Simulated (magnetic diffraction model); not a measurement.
# Sr₈CoSi₂O₁₄: what an assumed order does to the neutron pattern

Space group C2 (no. 5), a = 19.3610 Å, b = 5.7100 Å, c = 7.3300 Å, β = 111.59°.

```
site  atom       x       y       z
  4c    Sr  0.1845  0.4959  0.2849
  4c    Sr  0.4070  0.4808  0.5399
  4c    Sr  0.3336  0.5022  0.0027
  4c    Sr  0.0210  0.5076  0.7945
  2a    Co       0  0.0015       0
  4c    Si  0.3295  0.9895  0.2993
  4c     O  0.4121  0.0249  0.4629
  4c     O  0.2348  0.6448  0.6549
  4c     O  0.4197  0.2663  0.8526
  4c     O  0.4609  0.5100  0.2398
  4c     O  0.3045  0.7063  0.2995
  4c     O  0.0786  0.2511  0.1387
  4c     O  0.3270  0.0391  0.0765
```

This is a made-up structure (elements placed in a structure type, unrelaxed), so the numbers test the method and describe no known phase.

Only Co is taken to order (form factors of Co4+); orders and moment sizes are assumed, and not adapted to the symmetry. Radiation: neutrons of λ = 2.52 Å, 5° to 45°; isotropic B of 0.39 Å² (Sr), 0.56 Å² (Co), 0.72 Å² (Si) and 0.6 Å² (O). The intensities are simulated: I ∝ L Σ (|F_N|² + |F_M⊥|²) for unpolarised neutrons, with F_M = 2.695 fm/μB × Σ f(s) S exp(2πi Q·r) exp(−B s²) at Q = H ± k (one set where k and −k are equivalent), only the part normal to Q counting and L = 1/(sin²θ cos θ). For collinear order S is the moment m, which repeats by lattice and centring translations R with the sign exp(−2πi k·R). Form factors are spin-only for 3d ions and dipole or tabulated for f ions, scattering lengths are Sears's of 1992, and absorption is left out. A label names one of the reflections at its angle. The strongest nuclear line in the range is 100, and lines under 0.2 are left out.

Assume the order k = (0 0 0), collinear moments along [101], 4.46 μB on Co.

Q: Where does magnetic intensity appear, and how strong is it?

```
2θ (°)     index  nuclear  magnetic
 16.09   (2 0 0)      2.5       0.0
 21.31   (0 0 1)     16.3      66.2
 21.48  (2 0 -1)      0.8      65.3
 26.77   (1 1 0)     16.9      86.6
 31.31   (2 0 1)     13.4      13.4
 31.67  (4 0 -1)     50.6      13.5
 32.49  (1 1 -1)     28.8      62.6
 32.52   (4 0 0)     15.6       0.0
 35.47   (3 1 0)    100.0      27.0
 36.35   (1 1 1)      5.1      38.9
 36.56  (3 1 -1)     11.8      38.5
 40.22  (2 0 -2)     29.0      19.4
 43.40   (0 0 2)     37.7      13.9
 43.76  (4 0 -2)     79.3      13.7
```

The strongest magnetic line in the range is (1 1 0) at 26.77° (86.6). On top of the Lorentz factor, which all lines share, magnetic lines fade with angle because f falls: for Co4+ it is 0.94, 0.77, 0.57 and 0.23 at sin θ/λ = 0.1, 0.2, 0.3 and 0.5 Å⁻¹, while nuclear lengths stay constant. The net moment is 4.46 μB a primitive cell.

[Logs are printed without paths, hosts, clocks, repeated set-up lines and the standing remarks that a program may print on its own settings, such as how far it seeks lower states.]
